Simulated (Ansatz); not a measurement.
# Cr3PdN in R32, a phase reached by a soft mode: a soft mode frozen in

Wanted: the energy along a soft mode of Cr3PdN in R32, a phase reached by a soft mode and the structure at the end.

Main program and level: Ansatz 0.2.0; DFT PBEsol, scalar-relativistic, plane waves, PAW; PAW set soft_1.

Report form: the programs' logs are mostly left out.

**1. Set-up**

Symmetry: R32, No. 155, trigonal system. Conventional cell: a = 5.360 Å, b = 5.360 Å, c = 6.546 Å, α = 90.00°, β = 90.00°, γ = 120.00°. Cr has 2 N at 1.89 Å nearest. Nearest to Pd lie 9 Cr at 2.62 to 2.68 Å. Nearest to N lie 6 Cr at 1.89 Å. Farther neighbours and most contacts between anions are not listed.

**2. Zone-centre response**

This phase was reached earlier by freezing in an unstable mode of a structure of higher symmetry and relaxing. Its zone-centre modes can show that it is still unstable.

The input, input.yaml:

```yaml
crystal:
  lattice:
    - [2.6799801797, 1.5472872782, 2.1818789973]
    - [-2.6799801797, 1.5472872782, 2.1818789973]
    - [0.0, -3.0945745564, 2.1818789973]
  atoms:
    - { symbol: Cr, position: [0.0, 0.4894448143, 0.5105551857] }
    - { symbol: Cr, position: [0.5105551857, 0.0, 0.4894448143] }
    - { symbol: Cr, position: [0.4894448143, 0.5105551857, 0.0] }
    - { symbol: Pd, position: [0.0, 0.0, 0.0] }
    - { symbol: "N", position: [0.5, 0.5, 0.5] }
kpoints:
  mp_grid: { grid: [9, 9, 9] }
hamiltonian:
  xc: pbesol
  pseudopotentials: { kind: paw, azcp: { folder: soft_1 }, xc_functional: pbe }
scf:
  occupations: { method: methfessel_paxton, width: 0.2 }
output:
  eigenvalues: true
phonons:
  method: dfpt
```

On the command line:

```console
> ansatz run input.yaml --threads 4 --pin off --max-ram 10240MiB --backend cpu --events-out ev --progress --plain --runs-dir out
```

Run time: 3.4 min. Hardware: 4 threads of Arm Neoverse V1, shared host; peak memory 2.7 GiB; 13 min of CPU time.

This run has no spin polarisation, although Cr can carry a moment.

This step gave:

- volume per atom: 10.86 Å³
- gap on the k-mesh: 0 eV
- sum-rule residual before enforcement: 7.16e-5 eV/Å²
- point group: 32
- highest optical mode at the zone centre (no LO-TO term): 692.9 cm⁻¹
- lowest optical zone-centre mode: -22.55 cm⁻¹

Patterns of degenerate modes are one choice out of their space. Modes at Γ, with each element's share of the kinetic energy (negative means imaginary):

```
mode  frequency (cm⁻¹)  symmetry  Cr %  Pd %  N %
   1             -22.6         E    99     1    1
   2             -22.6         E    99     1    1
   3               0.0  acoustic    56    38    5
   4               0.0  acoustic    56    39    5
   5               0.0  acoustic    56    38    5
   6              96.1         E    72    10   18
   7              96.1         E    72    10   18
   8              97.8        A1   100     0    0
   9              98.4        A2    70    11   19
  10             200.0        A2    50    50    0
  11             202.3         E    49    51    0
  12             202.3         E    49    51    0
  13             687.5        A2    24     0   76
  14             692.9         E    24     0   76
  15             692.9         E    24     0   76
```

Displacements in mode 1 (-22.6 cm⁻¹), the largest set to 1:
```
Cr1  0.50 -0.06 -0.92
Cr2 -0.30 -0.46 -0.08
Cr3 -0.24  0.44  1.00
Pd4  0.04  0.08  0.00
N5  -0.14 -0.28  0.00
```

Displacements in mode 12 (202.3 cm⁻¹), the largest set to 1:
```
Cr1  0.09 -0.74  0.35
Cr2 -0.45 -0.93  0.09
Cr3 -0.35 -0.37 -0.43
Pd4  0.35  1.00  0.00
N5   0.00  0.01  0.00
```

Before it was imposed, the acoustic sum rule was missed by 7.2e-5 eV/Å². Small misses are needed for a sound result but don't prove that mesh and cutoff are converged. The lowest optical mode is imaginary, 22.6i cm⁻¹, so the energy falls along it.

**3. The mode frozen in, largest atomic shift 0 Å**

The mode followed lies at Γ with frequency 22.5i cm⁻¹ and is 2-fold degenerate, the softest among the wavevectors solved. At small amplitude the distorted cell has space group no. 1 by a symmetry search on the positions. The undistorted cell that holds it gives the zero of energy on the same k mesh.

input.yaml, as its differences from that of step 2:

```diff
@@ -19,4 +19,4 @@
 output:
+  forces: true
+  stress: true
   eigenvalues: true
-phonons:
-  method: dfpt
```

It took 5.8 s on 4 threads; peak memory 0.42 GiB; 22 s of CPU time.

This run has no spin polarisation although its electron count is odd.

Numbers from this step:

```
pressure                         : -9.39e-4 GPa
energy from the undistorted cell : 0 meV/atom
```

**4. The mode frozen in, largest atomic shift 0.04 Å**

The atoms are moved along the unstable eigenvector, the largest shift by 0.04 Å, with the cell fixed.

input.yaml, the sections that differ from step 3:

```yaml
crystal:
  lattice:
    - [2.6799801797, 1.5472872782, 2.1818789973]
    - [-2.6799801797, 1.5472872782, 2.1818789973]
    - [0.0, -3.0945745564, 2.1818789973]
  atoms:
    - { symbol: Cr, position: [-0.0019854307, 0.4806685954, 0.5057355567] }
    - { symbol: Cr, position: [0.5065305091, -9.71189e-05, 0.492804439] }
    - { symbol: Cr, position: [0.4948614084, 0.5193994913, 0.0020825497] }
    - { symbol: Pd, position: [0.0005572253, 2.72571e-05, -0.0005844824] }
    - { symbol: "N", position: [0.4979696191, 0.4999006823, 0.5021296987] }
# kpoints, hamiltonian, scf, output: as in step 3
```

It took 27 s on 4 threads; peak memory 0.79 GiB; 1.8 min of CPU time.

Numbers from this step:

| Property | Result |
| --- | --- |
| pressure | 0.04334 GPa |
| energy from the undistorted cell | -0.013 meV/atom |

The energy, extrapolated to zero smearing, is -0.01 meV/atom against the undistorted cell.

The run ends at a pressure of 0.04 GPa, with forces up to 0.019 eV/Å.

**5. Energy along the mode, all amplitudes (two of the runs are shown above)**

An imaginary frequency means negative curvature, so the energy should fall and then rise again as anharmonic terms take over.

This step gave:

* depth at the lowest point sampled: 0.013 meV/atom
* largest atomic shift at that point: 0.04 Å

The energy from the parent by largest shift of an atom, one sign:

```
largest shift of an atom, one sign (Å)  energy from the parent (meV/atom)
                                0.0000                                  0
                                0.0400                             -0.013
                                0.0800                              0.761
                                0.1400                               7.41
```

Displacement at unit largest shift by atom:

```
atom   x (Å)   y (Å)   z (Å)   size
 Cr1   0.455  -0.043  -0.850  0.965
 Cr2  -0.263  -0.419  -0.042  0.496
 Cr3  -0.230   0.391   0.891  1.000
 Pd4   0.036   0.068   0.000  0.077
  N5  -0.129  -0.247   0.000  0.279
```

**6. What came out**

```yaml
unstable_mode_of_the_parent: q = (0, 0, 0), 22i cm⁻¹
depth_at_the_lowest_point_sampled: 0.013 meV/atom
largest_atomic_shift_at_that_point: 0.04 Å
```

In words: Freezing this pattern in gains under 0.02 meV/atom on the steps tried, so a well, if there is one, is too shallow to show. With no gap, or one that is small against the smearing, the frequencies hang on the k mesh and the smearing, most of all near Kohn anomalies. The phonon runs are without spin polarisation, although the cell has an odd electron count. The PAW files were made for PBE and serve the other functionals too. These are harmonic frequencies at zero temperature: anharmonic shifts, linewidths and thermal expansion are left out.

[Logs are printed without paths, hosts, clocks, repeated set-up lines and the standing remarks that a program may print on its own settings, such as how far it seeks lower states.]

[Hosts, paths, dates, database ids (printed as entryN), source tags and the programs' standing remarks are cut or masked in the printed files.]
